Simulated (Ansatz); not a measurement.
**Twisted 1T-PtSe2 bilayer, 87.80° (78 atoms): geometry optimisation**

How does twisted 1T-PtSe2 bilayer, 87.80° (78 atoms) relax, and what do bonds, charges and levels look like afterwards?

Calculated with Ansatz 0.2.0; Kohn-Sham DFT, PBE+D4, PAW (set soft_2, large core), plane waves.

### Step 1. The structure

The cell holds 78 atoms: 26 Pt and 52 Se. Cell: a = 13.449 Å, b = 13.449 Å, c = 22.440 Å, α = 90.0°, β = 90.0°, γ = 120.0°. It derives from PtSe2 (1T-PtSe2). 1T-PtSe2 (a = 3.73 Å) under 1T-PtSe2 (a = 3.73 Å), bilayer, commensurate cell of 13 unit cells a layer, twist 87.80 deg; facing planes 3.24 Å apart; 14 Å of vacuum; layers as built, displaced by a Gaussian of 0.01 Å. Regions: layer 1, 39 atoms (13 Pt and 26 Se); layer 2, 39 atoms (13 Pt and 26 Se). Vacuum lies along c.

Limits known from the start: Only the Γ point is sampled, in a cell whose shortest periodic width is 12 Å. The levels lack spin–orbit coupling, which is large for the heavy elements here.

### Step 2. Relaxation

With the cell held, the atoms are moved downhill towards a nearby minimum.

Input file input.yaml:

```yaml
crystal:
  lattice:
    - [13.4487, 0.0, 0.0]
    - [-6.72435, 11.64692, 0.0]
    - [0.0, 0.0, 22.44]
  atoms:
    - { symbol: Pt, position: [0.9997, 0.0014, 0.3697] }
    - { symbol: Se, position: [0.12711, 0.17868, 0.42821] }
    - { symbol: Se, position: [0.18034, 0.05216, 0.3127] }
    - { symbol: Pt, position: [0.07639, 0.30781, 0.36946] }
    [... 68 atom lines left out ...]
    - { symbol: Pt, position: [0.84516, 0.46202, 0.629] }
    - { symbol: Se, position: [0.0259, 0.58938, 0.6876] }
    - { symbol: Se, position: [0.97648, 0.41106, 0.57236] }
    - { symbol: Pt, position: [0.92417, 0.23167, 0.63001] }
    - { symbol: Se, position: [0.10272, 0.35826, 0.68889] }
    - { symbol: Se, position: [0.05165, 0.17936, 0.57226] }
kpoints:
  mp_grid: { grid: [1, 1, 1] }
hamiltonian:
  xc: pbe
  dispersion: d4
  pseudopotentials: { kind: paw, core: large }
scf:
  occupations: { method: gaussian, width: 0.025 }
output:
  forces: true
relax:
  f_tol: 0.05
  max_steps: 40
```

Run with:

```console
$ ansatz run input.yaml --threads 4 --pin off --max-ram 8192MiB --backend cpu --events-out ev --progress --plain --runs-dir out
```

The job ended after 2.6 min (4 threads of Arm Neoverse V2, shared host; peak memory 4.3 GiB).

The program notes that potentials were chosen by core size.

Step by step:

| step | energy less that of the first step (eV) | largest force component (eV/Å) |
| --- | --- | --- |
| 1 | 0.0000 | 0.5495 |
| 2 | -0.1895 | 0.4463 |
| 3 | -0.4365 | 0.0261 |
| 4 | -0.4365 | 0.0260 |

The atoms that moved most (Å):

| atom | dx | dy | dz | length |
| --- | --- | --- | --- | --- |
| Se69 | -0.006 | 0.015 | -0.173 | 0.174 |
| Pt49 | 0.006 | 0.009 | -0.171 | 0.172 |
| Se11 | -0.006 | -0.007 | 0.165 | 0.165 |
| Pt10 | 0.004 | -0.007 | 0.162 | 0.162 |
| Pt58 | 0.013 | -0.015 | -0.158 | 0.159 |
| Se63 | 0.003 | -0.008 | -0.158 | 0.158 |
| Se35 | -0.005 | 0.018 | 0.157 | 0.158 |
| Pt40 | -0.008 | 0.003 | -0.158 | 0.158 |

The relaxation changed the energy by -5.60 meV/atom, and atoms moved by 0.13 Å r.m.s., 0.17 Å at most.

### Step 3. Distances and neighbours after relaxation

Normalised to the volume that the atoms fill. Pair distribution functions g(r), in bins of 0.1 Å:

| r (Å) | total | Se-Se | Se-Pt | Pt-Pt |
| --- | --- | --- | --- | --- |
| 2.45 | 0.00 | 0.00 | 0.00 | 0.00 |
| 2.55 | 10.30 | 0.00 | 23.10 | 0.00 |
| 2.65 | 0.00 | 0.00 | 0.00 | 0.00 |
| 2.75 | 0.00 | 0.00 | 0.00 | 0.00 |
| 2.85 | 0.00 | 0.00 | 0.00 | 0.00 |
| 2.95 | 0.00 | 0.00 | 0.00 | 0.00 |
| 3.05 | 0.04 | 0.10 | 0.00 | 0.00 |
| 3.15 | 0.25 | 0.56 | 0.00 | 0.00 |
| 3.25 | 0.00 | 0.00 | 0.00 | 0.00 |
| 3.35 | 1.32 | 2.98 | 0.00 | 0.00 |
| 3.45 | 1.72 | 3.86 | 0.00 | 0.00 |
| 3.55 | 0.20 | 0.44 | 0.00 | 0.00 |
| 3.65 | 0.28 | 0.63 | 0.00 | 0.00 |
| 3.75 | 6.79 | 9.97 | 0.00 | 21.20 |
| 3.85 | 0.00 | 0.00 | 0.00 | 0.00 |
| 3.95 | 0.11 | 0.24 | 0.00 | 0.00 |
| 4.05 | 0.21 | 0.47 | 0.00 | 0.00 |
| 4.15 | 0.00 | 0.00 | 0.00 | 0.00 |
| 4.25 | 0.14 | 0.31 | 0.00 | 0.00 |
| 4.35 | 0.13 | 0.00 | 0.30 | 0.00 |
| 4.45 | 1.53 | 0.00 | 3.44 | 0.00 |
| 4.55 | 2.07 | 0.00 | 4.65 | 0.00 |
| 4.65 | 0.12 | 0.26 | 0.00 | 0.00 |
| 4.75 | 0.33 | 0.50 | 0.25 | 0.00 |
| 4.85 | 0.21 | 0.00 | 0.48 | 0.00 |
| 4.95 | 0.10 | 0.00 | 0.23 | 0.00 |
| 5.05 | 1.39 | 2.90 | 0.22 | 0.00 |
| 5.15 | 0.10 | 0.21 | 0.00 | 0.00 |
| 5.25 | 0.09 | 0.00 | 0.21 | 0.00 |
| 5.35 | 0.26 | 0.00 | 0.59 | 0.00 |
| 5.45 | 0.26 | 0.39 | 0.19 | 0.00 |
| 5.55 | 0.11 | 0.18 | 0.03 | 0.12 |
| 5.65 | 0.38 | 0.36 | 0.33 | 0.70 |
| 5.75 | 0.23 | 0.17 | 0.34 | 0.00 |
| 5.85 | 4.05 | 0.33 | 8.62 | 0.66 |
| 5.95 | 0.42 | 0.32 | 0.48 | 0.64 |
| 6.05 | 0.25 | 0.31 | 0.26 | 0.00 |
| 6.15 | 0.30 | 0.60 | 0.05 | 0.10 |
| 6.25 | 1.69 | 3.53 | 0.00 | 1.07 |
| 6.35 | 0.47 | 0.49 | 0.42 | 0.56 |
| 6.45 | 2.81 | 4.29 | 0.27 | 7.03 |
| 6.55 | 0.02 | 0.04 | 0.00 | 0.00 |
| 6.65 | 0.34 | 0.26 | 0.25 | 1.02 |
| 6.75 | 0.17 | 0.00 | 0.25 | 0.50 |

Bonds by pair of elements; cutoffs follow the first minimum of g(r), held within bounds set by covalent radii, and pairs that aren't listed don't count as bonded:

| pair A-B | cutoff (Å) | bonds | mean length (Å) | spread (Å) | shortest (Å) | B about A | A about B |
| --- | --- | --- | --- | --- | --- | --- | --- |
| Se-Pt | 2.93 | 156 | 2.52 | 0.007 | 2.50 | 3 | 6 |

How many atoms have how many bonded neighbours:

| element | mean | 3 | 6 |
| --- | --- | --- | --- |
| Pt | 6 | 0 | 26 |
| Se | 3 | 52 | 0 |

Bond angles (no mean is given where the spread exceeds 20°):

| angle | count | mean (°) | spread (°) |
| --- | --- | --- | --- |
| Se-Pt-Se | 390 | - | - |
| Pt-Se-Pt | 156 | 95.4 | 0.5 |

For some of the pairs, g(r) has its first main peak near 2.52 Å (Se-Pt) and 3.73 Å (Pt-Pt). Counting bonds as in the table, all Pt atoms have 6 and all Se atoms have 3 bonded neighbours.

### Step 4. Single point at the relaxed geometry

The electronic structure is read at the final geometry, in a run of its own.

Input file input.yaml:

```yaml
crystal:
  lattice:
    - [13.4487, 0.0, 0.0]
    - [-6.72435, 11.64692, 0.0]
    - [0.0, 0.0, 22.44]
  atoms:
    - { symbol: Pt, position: [4.0e-05, 0.00013, 0.37629] }
    - { symbol: Se, position: [0.13105, 0.17984, 0.43393] }
    - { symbol: Se, position: [0.17921, 0.05124, 0.3174] }
    - { symbol: Pt, position: [0.07677, 0.30736, 0.37637] }
    [... 68 atom lines left out ...]
    - { symbol: Pt, position: [0.847, 0.46237, 0.62444] }
    - { symbol: Se, position: [0.02701, 0.59072, 0.68249] }
    - { symbol: Se, position: [0.97508, 0.41046, 0.56553] }
    - { symbol: Pt, position: [0.92255, 0.23112, 0.62483] }
    - { symbol: Se, position: [0.10277, 0.35815, 0.68318] }
    - { symbol: Se, position: [0.04897, 0.17984, 0.56611] }
kpoints:
  mp_grid: { grid: [1, 1, 1] }
hamiltonian:
  xc: pbe
  dispersion: d4
  pseudopotentials: { kind: paw, core: large }
scf:
  occupations: { method: gaussian, width: 0.025 }
output:
  forces: true
  populations: true
  dos:
    method: { smearing: { sigma: 0.1 } }
    de: 0.1
    projected:
      site_lists:
        Pt: [Pt]
        Se: [Se]
        layer_1: [0, 1, 2, 3, 4, 5, 6, 7, 8, 9, 10, 11, 12, 13, 14, 15, 16, 17, 18, 19, 20, 21, 22, 23, 24, 25, 26, 27, 28, 29, 30, 31, 32, 33, 34, 35, 36, 37, 38]
        layer_2: [39, 40, 41, 42, 43, 44, 45, 46, 47, 48, 49, 50, 51, 52, 53, 54, 55, 56, 57, 58, 59, 60, 61, 62, 63, 64, 65, 66, 67, 68, 69, 70, 71, 72, 73, 74, 75, 76, 77]
  eigenvalues: true
  write_density: true
  write_potential: true
  volumetric_format: npy
```

Wall time 82 s (4 threads); peak memory 4.4 GiB; 5.3 min of CPU time.

The program notes that the exchange-correlation potential is rough where the density is thin.

The run gave:

```yaml
free_energy: -459725.9245 eV
free_energy_per_atom: -5893.9221 eV/atom
scf_cycles: 14
r_m_s_force_component: 0.00621 eV/Å
longest_force: 0.02655 eV/Å
fermi_energy: 2.32 eV
spacing_of_highest_filled_and_lowest_empty_level: 0.9885 eV
potential_in_mid_vacuum_over_the_fermi_level: 4.895 eV
potential_4p5_a_over_the_upper_face: 4.895 eV
potential_4p5_a_under_the_lower_face: 4.895 eV
spilling_of_the_projection: 0.007373
```

Löwdin charges by element (they lack the spilled electrons, 0.074 e an atom on average):

| element | coordination | atoms | mean charge (e) | spread | least | most |
| --- | --- | --- | --- | --- | --- | --- |
| Pt | all | 26 | 0.617 | 0.0012 | 0.615 | 0.62 |
| Se | all | 52 | -0.198 | 0.0126 | -0.215 | -0.160 |

By region:

| region | atoms | mean length of the force (eV/Å) |
| --- | --- | --- |
| layer 1 | 39 | 0.009 |
| layer 2 | 39 | 0.009 |

States in the cell by windows of 1 eV, zero at the Fermi level; the larger projections on atomic orbitals stand beside the total:

| from (eV) | to (eV) | total | Se p | layer 1 | layer 2 | Pt d | Se s |
| --- | --- | --- | --- | --- | --- | --- | --- |
| -14 | -13 | 71.5 | 1.3 | 35.7 | 35.7 | 6.0 | 62.1 |
| -13 | -12 | 8.6 | 0.1 | 4.3 | 4.3 | 0.7 | 7.9 |
| -12 | -7 | 0.0 | 0.0 | 0.0 | 0.0 | 0.0 | 0.0 |
| -7 | -6 | 36.8 | 20.7 | 18.2 | 18.2 | 10.5 | 0.8 |
| -6 | -5 | 101.8 | 44.0 | 50.5 | 50.5 | 51.7 | 3.2 |
| -5 | -4 | 97.0 | 42.7 | 48.0 | 48.0 | 47.5 | 3.0 |
| -4 | -3 | 77.7 | 15.4 | 38.5 | 38.5 | 58.2 | 1.5 |
| -3 | -2 | 41.6 | 19.0 | 20.5 | 20.5 | 20.4 | 0.8 |
| -2 | -1 | 90.7 | 59.9 | 44.5 | 44.5 | 27.4 | 1.1 |
| -1 | 0 | 22.4 | 19.2 | 11.0 | 11.0 | 2.4 | 0.3 |
| 0 | 1 | 20.9 | 12.1 | 10.0 | 10.0 | 6.9 | 1.0 |
| 1 | 2 | 75.3 | 48.7 | 36.3 | 36.3 | 21.9 | 1.7 |
| 2 | 3 | 7.8 | 5.4 | 3.8 | 3.8 | 2.2 | 0.0 |
| 3 | 4 | 2.0 | 0.2 | 0.6 | 0.6 | 0.0 | 0.3 |

Between -26 and -14 eV lie 24 more states.

The stored curve holds about 572 of the 780 electrons; the rest, give or take the few that broadening carries across the Fermi level, lie in deeper levels below its range.

The levels nearest the highest filled one (over half full), pooled over k-points and spins:

| level less the highest filled one (eV) | occupation |
| --- | --- |
| -0.267 | 2 |
| -0.173 | 2 |
| -0.171 | 2 |
| -0.170 | 2 |
| -0.0793 | 2 |
| 0 | 2 |
| 0.989 | 0 |
| 1.01 | 0 |
| 1.02 | 0 |
| 1.02 | 0 |
| 1.04 | 0 |
| 1.04 | 0 |

Planar average of the electrostatic potential energy along the normal, with the Fermi level as zero, after a running mean with a triangular window 4 Å wide at its base:

| height (Å) | potential energy (eV) |
| --- | --- |
| 0.0 | 4.90 |
| 0.6 | 4.90 |
| 1.3 | 4.90 |
| 1.9 | 4.90 |
| 2.5 | 4.89 |
| 3.1 | 4.89 |
| 3.9 | 4.85 |
| 4.5 | 4.66 |
| 5.1 | 3.73 |
| 5.7 | 1.56 |
| 6.4 | -2.66 |
| 7.0 | -6.45 |
| 7.6 | -9.07 |
| 8.2 | -10.55 |
| 9.0 | -9.89 |
| 9.6 | -7.83 |
| 10.2 | -4.71 |
| 10.8 | -2.01 |
| 11.5 | -1.66 |
| 12.1 | -3.88 |
| 12.7 | -7.14 |
| 13.3 | -9.47 |
| 14.1 | -10.67 |
| 14.7 | -9.55 |
| 15.3 | -7.24 |
| 15.9 | -3.66 |
| 16.6 | 0.84 |
| 17.2 | 3.30 |
| 17.8 | 4.53 |
| 18.4 | 4.83 |
| 19.1 | 4.89 |
| 19.7 | 4.89 |
| 20.3 | 4.89 |
| 20.9 | 4.90 |
| 21.7 | 4.90 |
| 22.3 | 4.90 |

Mean Löwdin charges: Pt +0.62, Se -0.20 e (they miss 0.74 % of the electrons, so they add up to more than the cell's charge). The largest share in the top eV of filled states is Se p (79 % of the projected weight), and in the lowest eV of empty states Se p (64 % of the projected weight). The potential stands 5.39 eV above the highest filled level over the upper face and 5.39 eV under the lower one, a reading of the ionisation potential at this level on the run's k-points.

### Step 5. Results

| Property | Result |
| --- | --- |
| energy change in the relaxation | -5.596 meV/atom |
| r.m.s. displacement | 0.132 Å |
| largest displacement | 0.174 Å |
| free energy per atom | -5893.9221 eV/atom |
| r.m.s. force component | 0.00621 eV/Å |
| gap (highest filled to lowest empty level) | 0.9885 eV |
| potential in mid-vacuum, over the Fermi level | 4.895 eV |
| wall time of the 2 DFT runs | 3.9 min |

What this shows: Relaxation lowers the energy by 5.60 meV/atom and moves atoms by 0.13 Å r.m.s. By the final cutoffs no bond was broken or made. First to last step the energy falls by 0.437 eV; the largest move, 0.17 Å, is that of Se69, with 1 other atom within 2 % of it. Counting bonds as in the table, all Pt atoms have 6 and all Se atoms have 3 bonded neighbours. Between filled and empty levels lie 0.989 eV at Γ alone; the mesh holds the band edges only if they fold onto it, so the gap at this level can be narrower or closed. The potential stands 5.39 eV above the highest filled level over the upper face and 5.39 eV under the lower one, a reading of the ionisation potential at this level on the run's k-points.

[Logs are printed without paths, hosts, clocks, repeated set-up lines and the standing remarks that a program may print on its own settings, such as how far it seeks lower states.]

[Hosts, paths, dates, database ids (printed as entryN), source tags and the programs' standing remarks are cut or masked in the printed files.]
